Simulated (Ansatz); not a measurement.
## Where In_Ca puts its levels in the gap of CaO (Fm-3m)

Wanted: the transition levels of a substitutional impurity in CaO (Fm-3m), from a cell of 54 host atoms with 1 Ca taken out and 1 In put in.

Program: Ansatz 0.2.0. Level of theory: place-levels on r2SCAN runs: charge-transition levels and formation energies with image-charge correction and potential alignment at the atomic sites; PAW set soft_1. Results are calculated unless marked as measured.

### 1. The starting structure

The cell holds 54 atoms: 26 Ca, 27 O and 1 In. Its edges and angles: a = 10.173 Å, b = 10.173 Å, c = 10.173 Å, α = 60.0°, β = 60.0°, γ = 60.0°. It derives from CaO (space group Fm-3m). Nearest the centre at fractional (0.667, 0.667, 0.333): In51 at 0.00 Å, O28 at 2.40 Å, O44 at 2.40 Å, O32 at 2.40 Å, O34 at 2.40 Å, O46 at 2.40 Å, O50 at 2.40 Å, Ca21 at 3.39 Å.

As a file:

```xyz
54
Lattice="0.0000 7.1931 7.1931 7.1931 0.0000 7.1931 7.1931 7.1931 0.0000" Properties=species:S:1:pos:R:3 pbc="T T T"
Ca    0.0000    0.0000    0.0000
O     2.3977    2.3977    2.3977
Ca    2.3977    2.3977    0.0000
O     4.7954    4.7954    2.3977
Ca    4.7954    4.7954    0.0000
O     7.1931    7.1931    2.3977
Ca    2.3977    0.0000    2.3977
O     4.7954    2.3977    4.7954
Ca    4.7954    2.3977    2.3977
O     7.1931    4.7954    4.7954
Ca    7.1931    4.7954    2.3977
O     9.5908    7.1931    4.7954
Ca    4.7954    0.0000    4.7954
O     7.1931    2.3977    7.1931
Ca    7.1931    2.3977    4.7954
O     9.5908    4.7954    7.1931
Ca    9.5908    4.7954    4.7954
O    11.9885    7.1931    7.1931
Ca    0.0000    2.3977    2.3977
O     2.3977    4.7954    4.7954
Ca    2.3977    4.7954    2.3977
O     4.7954    7.1931    4.7954
Ca    4.7954    7.1931    2.3977
O     7.1931    9.5908    4.7954
Ca    2.3977    2.3977    4.7954
O     4.7954    4.7954    7.1931
Ca    4.7954    4.7954    4.7954
O     7.1931    7.1931    7.1931
Ca    7.1931    7.1931    4.7954
O     9.5908    9.5908    7.1931
Ca    4.7954    2.3977    7.1931
O     7.1931    4.7954    9.5908
Ca    7.1931    4.7954    7.1931
O     9.5908    7.1931    9.5908
Ca    9.5908    7.1931    7.1931
O    11.9885    9.5908    9.5908
Ca    0.0000    4.7954    4.7954
O     2.3977    7.1931    7.1931
Ca    2.3977    7.1931    4.7954
O     4.7954    9.5908    7.1931
Ca    4.7954    9.5908    4.7954
O     7.1931   11.9885    7.1931
Ca    2.3977    4.7954    7.1931
O     4.7954    7.1931    9.5908
Ca    4.7954    7.1931    7.1931
O     7.1931    9.5908    9.5908
Ca    7.1931    9.5908    7.1931
O     9.5908   11.9885    9.5908
Ca    4.7954    4.7954    9.5908
O     7.1931    7.1931   11.9885
In    7.1931    7.1931    9.5908
O     9.5908    9.5908   11.9885
Ca    9.5908    9.5908    9.5908
O    11.9885   11.9885   11.9885
```

Known beforehand: the electronic dielectric constant, 3.85, and the static one, 16.67, computed on the host (DFPT, PBEsol, on the r2SCAN cell), and a cell off the functional's own equilibrium shifts the ionic part.

The cell's shortest repeat is 10.2 Å.

### 2. Charge states

A transition level is the Fermi level at which two charge states cost the same, so each charge needs its own total energy, at its own relaxed structure.

Random displacements of about 0.05 Å break the site symmetry at the start, so that the relaxation can reach a distorted minimum if there is one. Forces are taken at one point at (¼, ¼, ¼). The cell holds 1 electron more than the neutral one, with a uniform background that keeps it neutral on the whole.

The sampling was tested on the host first: at the k-points planned (1x1x1 shifted 0.25 0.25 0.25) its energy lies 0.005 eV an atom from the dense-mesh value, under the bound of 0.02 eV set for this test; that bounds the host's error, not the defect's.

One of the inputs; charge, spin and start change from state to state.

The input, qm1.relax/input.yaml:

```yaml
crystal:
  lattice:
    - [0.0, 2.39769239, 2.39769239]
    - [2.39769239, 0.0, 2.39769239]
    - [2.39769239, 2.39769239, 0.0]
  atoms:
    - { symbol: Ca, position: [0.0, 0.0, 0.0] }
    - { symbol: O, position: [0.5, 0.5, 0.5] }
  supercell: [3, 3, 3]
  defects: [{ substitution: { at: 50, symbol: In } }]
total_charge: -1
basis:
  ecutwfc: 500
  xc_grid: 2
hamiltonian:
  xc: r2scan
  pseudopotentials: { kind: paw, azcp: { folder: soft_1 } }
kpoints:
  mp_grid: { grid: [1, 1, 1], shift: [0.25, 0.25, 0.25] }
scf:
  occupations: { method: fixed }
  max_iter: 80
output:
  forces: true
  charged_corrections: { epsilon: 3.85, static_epsilon: 16.67 }
relax:
  f_tol: 0.02
  max_steps: 80
  random_displacement: { amplitude: 0.05, seed: 8028 }
checkpoint:
  write: "../qm1.relax.run"
  compress: false
  write_wavefunctions: true
  write_every: 100000
```

Run with:

```bash
ansatz run input.yaml --threads 4 --pin off --max-ram 7536MiB --backend cpu --events-out ev --progress --plain --runs-dir out
```

Defect states can disperse in a cell of this size, so the energy is taken again at a 2×2×2 shifted mesh, on the relaxed structure.

The run of this state that the levels use, under r2SCAN:

The input, qm1.point/input.yaml:

```yaml
crystal:
  checkpoint: "../qm1.relax.run"
  host: checkpoint
total_charge: -1
basis:
  ecutwfc: 500
  xc_grid: 2
hamiltonian:
  xc: r2scan
  pseudopotentials: { kind: paw, azcp: { folder: soft_1 } }
kpoints:
  mp_grid: { grid: [2, 2, 2], shift: [0.5, 0.5, 0.5] }
scf:
  occupations: { method: fermi_dirac, width: 0.01 }
  max_iter: 80
output:
  forces: true
  eigenvalues: true
  charged_corrections:
    epsilon: 3.85
    static_epsilon: 16.67
    defect_position: [0.666667, 0.666667, 0.333333]
  eigenstates: { localisation: true }
  populations: true
  band_densities: [{ bands: [v1, v1] }, { bands: [c1, c1] }]
  write_density: true
  write_potential: true
  volumetric_format: npy
  elf: true
checkpoint:
  read: "../qm1.relax.run"
  write: "../qm1.point.run"
  compress: false
  write_wavefunctions: false
  write_every: 100000
```

Relaxations under r2SCAN at one point at (¼, ¼, ¼); times on 4 threads of Arm Neoverse V1, shared host:

| charge | moment (μB) | occupations | outcome | steps | largest displacement against the far atoms (Å) | time |
| --- | --- | --- | --- | --- | --- | --- |
| −1 | 0 | fixed | converged | 5 | 0.20 | 92 s |
| 0 | 1 | fixed | converged | 5 | 0.06 | 3.7 min |
| +1 | 0 | fixed | converged | 5 | 0.12 | 88 s |

Single points under r2SCAN at a 2×2×2 shifted mesh; times on 4 threads of Arm Neoverse V1, shared host:

```csv
charge,moment (μB),occupations,outcome,time
−1,0,fermi-dirac,converged,1.9 min
0,1,fermi-dirac,converged,4.2 min
+1,0,fermi-dirac,converged,1.9 min
```

Distances (Å) from In51 to the nearest atoms after relaxation with r2SCAN:

```csv
charge,moment (μB),1.,2.,3.,4.,5.,6.
−1,0,O 2.59,O 2.59,O 2.59,O 2.59,O 2.60,O 2.60
0,1,O 2.45,O 2.45,O 2.46,O 2.46,O 2.46,O 2.46
+1,0,O 2.28,O 2.28,O 2.28,O 2.28,O 2.28,O 2.28
```

### 3. Placing the levels, r2SCAN

A charged cell interacts with its images and the background, and its potential has another zero than the host's. place-levels removes the first by a point-charge model, screened by the static dielectric constant since the ions have relaxed around the charge, and the second by comparing potentials at atoms far from the defect.

The host is a run of the defect-free crystal in the same cutoffs, grids and k-points, so that basis and sampling errors cancel in part in the differences. The host is run in a cell of 2 atoms on a matching mesh. Its band edges are searched through the zone by a band path, so the gap is smaller than, or equal to, that on the mesh. Chemical potentials are energies per atom of Ca (fcc) and In (body-centred tetragonal), run with the same functional and cutoff.

The input, levels.point.yaml:

```yaml
host:
  run: host.point.run
states: [qm1.point.run, q0_M1.point.run, qp1.point.run]
geometry_from:
  qm1.point.run: qm1.relax.run
  q0_M1.point.run: q0_M1.relax.run
  qp1.point.run: qp1.relax.run
chemical_potentials:
  Ca:
    energy: -1821.671293
    dataset: <sha256 of the dataset>
  In:
    energy: -5611.882005
    dataset: <sha256 of the dataset>
epsilon: 3.85
static_epsilon: 16.67
vertical:
  - { from: qm1.point.run, to: qm1.point_neutral.run }
  - { from: qp1.point.run, to: qp1.point_neutral.run }
```

Run with:

```bash
ansatz place-levels levels.point.yaml -- --threads 4 --pin off --max-ram 7536MiB
```

Numbers of over 12 decimals in the logs are rounded to 6 here.

Output:

```text
[... repeated set-up lines and file paths are left out, and long positions are rounded to six places ...]
(+1/0) 3.590 eV above the valence edge, 0.607 eV under the conduction edge; not on the lower envelope
(0/-1) 3.234 eV above the valence edge, 0.963 eV under the conduction edge; not on the lower envelope
(+1/-1) 3.412 eV above the valence edge, 0.785 eV under the conduction edge: charges between them are lowest nowhere
formation energy of charge +1: +1.287 eV with the Fermi level at the valence edge
formation energy of charge 0: +4.877 eV with the Fermi level at the valence edge
formation energy of charge -1: +8.111 eV with the Fermi level at the valence edge
vertical -1 to 0: no energy, since no alignment is typed
  the change from vertical[0].from (qm1.point.run) to vertical[0].to (qm1.point_neutral.run): by its potential at epsilon 3.85 it stands at 0.667 0.667 0.333, with an rms radius of about 2.3 Å (1.3 1.3 1.3 Å across the planes of the cell's vectors); [...]
vertical +1 to 0: no energy, since no alignment is typed
  the change from vertical[1].from (qp1.point.run) to vertical[1].to (qp1.point_neutral.run): by its potential at epsilon 3.85 it stands at 0.667 0.667 0.334, with an rms radius of about 5.2 Å (3.0 3.0 3.0 Å across the planes of the cell's vectors); [...]
  edges by r2scan, gap 4.197 eV; the host is sampled to repeats of 20.35 Å
  the defect's cells are sampled to repeats of 20.35 Å, like sampling
  charge +1: -68436.8917 eV with its correction of +0.233 eV, at epsilon 16.67, aligned at sites: +0.0954 eV, mean over 21 atomic sites at or beyond 5.09 Å from the defect at [0.6667, 0.6667, 0.3333], with +0.000000 for the charge's moments and without [...]
  charge 0: +0.000 eV for its dipole among its images, +0.000 omitted
  charge -1: -68415.1938 eV with its correction of +0.056 eV, at epsilon 16.67, aligned at sites: +0.0821 eV, mean over 21 atomic sites at or beyond 5.09 Å from the defect at [0.6667, 0.6667, 0.3333], with +0.000000 for the charge's moments and without [...]
  of states[2] (qp1.point.run): it parts from the run at its places by a charge that spreads by about 3 Å along one vector (1.4 Å or more is wide), by its potential at epsilon 3.85, taken for that of held ions (one typed too small widens it), where the cell [...]
  of states[1] (q0_M1.point.run): its alignment with the host at atomic sites is doubtful: the cell is too small to show whether the defect's potential has decayed: take a larger one; stability_check_not_made
  of states[0] (qm1.point.run): its alignment with the host at atomic sites is doubtful: the cell is too small to show whether the defect's potential has decayed: take a larger one
  of vertical[0].to (qm1.point_neutral.run): stability_check_not_made
  of vertical[1].from (qp1.point.run): it parts from the run at its places by a charge that spreads by about 3 Å along one vector (1.4 Å or more is wide), by its potential at epsilon 3.85, taken for that of held ions (one typed too small widens it), where the [...]
  of vertical[1].to (qp1.point_neutral.run): stability_check_not_made
```

Wall time 0.33 s (4 threads of Arm Neoverse V1, shared host).

Levels between the charges placed, in eV above the valence top:

```
        gap (eV)  (+1/0)  (0/−1)
r2SCAN      4.20    3.59    3.23
```

Corrections by state:

| charge | moment (μB) | image terms and alignment (eV) | band filling (eV) | ε used | over the lowest of its charge, as the program ranks them, band filling apart (eV) |
| --- | --- | --- | --- | --- | --- |
| +1 | 0.0 | 0.233 | - | 16.67 | 0.000 |
| 0 | 1.0 | 0.000 | - | - | 0.000 |
| −1 | 0.0 | 0.056 | - | 16.67 | 0.000 |

The charged structures listed were also run neutral, and place-levels reads from each pair, by the potential or the spins, how wide the charge is by which they differ; that can be the carrier of either run.

```
charge  rms radius (Å)  spread where it is widest against the cell (Å)  wide from (Å)  reading
    +1             5.2                                            3.01           1.44     wide
    −1             2.3                                            1.33           1.44   narrow
```

The neutral runs of these pairs need not share the spin of the lowest neutral state, and very wide values only mean spread over the cell.

From the program's caveats on the states, each cut to its opening words:

- charge +1: it parts from the run at its places by a charge that spreads by about 3 Å along one vector (1.4 Å or more is wide), by its potential at epsilon 3.85, taken for [...]
- charge +1, 0 (1 μB), −1: its alignment with the host at atomic sites is doubtful: the cell is too small to show whether the defect's potential has decayed: take a larger one
- charge 0 (1 μB): flagged: stability check not made

The host's formation energy from the elements is -3.216 eV per atom; it sets how far the chemical potentials can move.

Limit set by the element alone; other compounds of these elements are not counted. Chemical potentials from the elements' reference states: Ca 0.00 eV, O -6.43 eV, In 0.00 eV. Formation energies (Ca-rich), with the Fermi level at the valence top and at the conduction bottom (gap 4.20 eV):

```csv
charge,at valence top (eV),at conduction bottom (eV),correction included (eV)
+1,1.29,5.48,0.23
0,4.88,4.88,0.00
−1,8.11,3.91,0.06
```

```json
{"Fermi level (eV)": "0.00", "lowest formation energy (eV)": "1.29"}
{"Fermi level (eV)": "0.38", "lowest formation energy (eV)": "1.67"}
{"Fermi level (eV)": "0.76", "lowest formation energy (eV)": "2.05"}
{"Fermi level (eV)": "1.14", "lowest formation energy (eV)": "2.43"}
{"Fermi level (eV)": "1.53", "lowest formation energy (eV)": "2.81"}
{"Fermi level (eV)": "1.91", "lowest formation energy (eV)": "3.19"}
{"Fermi level (eV)": "2.29", "lowest formation energy (eV)": "3.58"}
{"Fermi level (eV)": "2.67", "lowest formation energy (eV)": "3.96"}
{"Fermi level (eV)": "3.05", "lowest formation energy (eV)": "4.34"}
{"Fermi level (eV)": "3.43", "lowest formation energy (eV)": "4.68"}
{"Fermi level (eV)": "3.82", "lowest formation energy (eV)": "4.29"}
{"Fermi level (eV)": "4.20", "lowest formation energy (eV)": "3.91"}
```

Limit set by the element alone; other compounds of these elements are not counted. Chemical potentials from the elements' reference states: O 0.00 eV, Ca -6.43 eV, In 0.00 eV. Formation energies (O-rich), with the Fermi level at the valence top and at the conduction bottom (gap 4.20 eV):

```
charge  at valence top (eV)  at conduction bottom (eV)  correction included (eV)
    +1                -5.15                      -0.95                      0.23
     0                -1.56                      -1.56                      0.00
    −1                 1.68                      -2.52                      0.06
```

| Fermi level (eV) | lowest formation energy (eV) |
| --- | --- |
| 0.00 | -5.15 |
| 0.38 | -4.76 |
| 0.76 | -4.38 |
| 1.14 | -4.00 |
| 1.53 | -3.62 |
| 1.91 | -3.24 |
| 2.29 | -2.85 |
| 2.67 | -2.47 |
| 3.05 | -2.09 |
| 3.43 | -1.76 |
| 3.82 | -2.14 |
| 4.20 | -2.52 |

### 4. Effect of the sampling

The relaxations' own energies give the levels at their sampling, for comparison.

The input, levels.relax_mesh.yaml:

```yaml
host:
  run: host.relax.run
states: [qm1.relax.run, q0_M1.relax.run, qp1.relax.run]
chemical_potentials:
  Ca:
    energy: -1821.671293
    dataset: <sha256 of the dataset>
  In:
    energy: -5611.882005
    dataset: <sha256 of the dataset>
```

Run with:

```bash
ansatz place-levels levels.relax_mesh.yaml -- --threads 4 --pin off --max-ram 7536MiB
```

Output:

```text
[...]
formation energy of charge +1: +1.300 eV with the Fermi level at the valence edge
formation energy of charge 0: +4.846 eV with the Fermi level at the valence edge
formation energy of charge -1: +8.046 eV with the Fermi level at the valence edge
  edges by r2scan, gap 4.183 eV; the host is sampled to repeats of 10.17 Å
[... the lines on each state left out ...]
```

Wall time 0.11 s (4 threads).

Levels between neighbouring charges, in eV above the valence top:

```csv
,gap (eV),(+1/0),(0/−1)
"one point at (¼, ¼, ¼)",4.18,3.55,3.20
a 2×2×2 shifted mesh,4.20,3.59,3.23
```

Going from one point at (¼, ¼, ¼) to a 2×2×2 shifted mesh moves the levels that carry no band-filling term by up to 0.04 eV and formation energies against the elements by up to 0.07 eV.

### 5. Summary of results

| Item | Value |
| --- | --- |
| gap of the host | 4.20 eV (r2SCAN) |
| level (plus 1/0) | 3.59 eV above the valence top, not a change between lowest states |
| level (0/minus 1) | 3.23 eV above the valence top, not a change between lowest states |
| level (plus 1/minus 1) | 3.41 eV above the valence top |
| lowest of the charges placed, just above the valence top (0.02 eV) | +1 |
| lowest of the charges placed, just below the conduction bottom (0.02 eV) | −1 |
| lowest formation energy at mid-gap of the charges run, Ca-rich | 3.39 eV |
| lowest formation energy at mid-gap of the charges run, O-rich | -3.05 eV |

In words: Of the charges placed (−1, 0 and +1), the lowest changes at 3.41 eV (+1/−1) above the valence top, in a gap of 4.20 eV. (+1/−1) passes over charge 0, which lies 0.18 eV above the two there; a lower structure or spin state of it, if missed, would change that. Charges above +1 and below −1 were not placed, so these runs say nothing of levels that involve them. States placed: +1 at 0 μB; 0 at 1 μB; −1 at 0 μB. Other spin states or structures, where not listed, weren't placed. In is taken at its element; compounds, which aren't counted here, bound the chemical potentials and would shift these formation energies. The lowest formation energy (O-rich) is negative across the gap, so the defect would form by itself: these chemical potentials lie beyond what competing compounds allow, or the host is unstable against it. Going from one point at (¼, ¼, ¼) to a 2×2×2 shifted mesh moves the levels that carry no band-filling term by up to 0.04 eV and formation energies against the elements by up to 0.07 eV. The program doubts the alignment of potentials for at least one state, a sign that the cell is small. Limits: r2SCAN makes the gap too small and tends to spread out bound carriers; where a gas molecule sets a chemical potential or the host's formation energy, its binding is uncorrected; spin–orbit coupling, which can matter with heavy atoms, is left out.

[Logs are printed without paths, hosts, clocks, repeated set-up lines and the standing remarks that a program may print on its own settings, such as how far it seeks lower states.]

[Hosts, paths, dates, database ids (printed as entryN), source tags and the programs' standing remarks are cut or masked in the printed files.]

[Where a table of states has a column of steps, it counts the stored structures, which are thinned; the runs took as many ionic steps or more.]

[A defect's name tells the site on which it was built; relaxed atoms can leave that site.]

[For some hosts the program warned that the k-mesh of the response run may be too coarse for force constants and the static dielectric constant; such warnings are not shown here.]
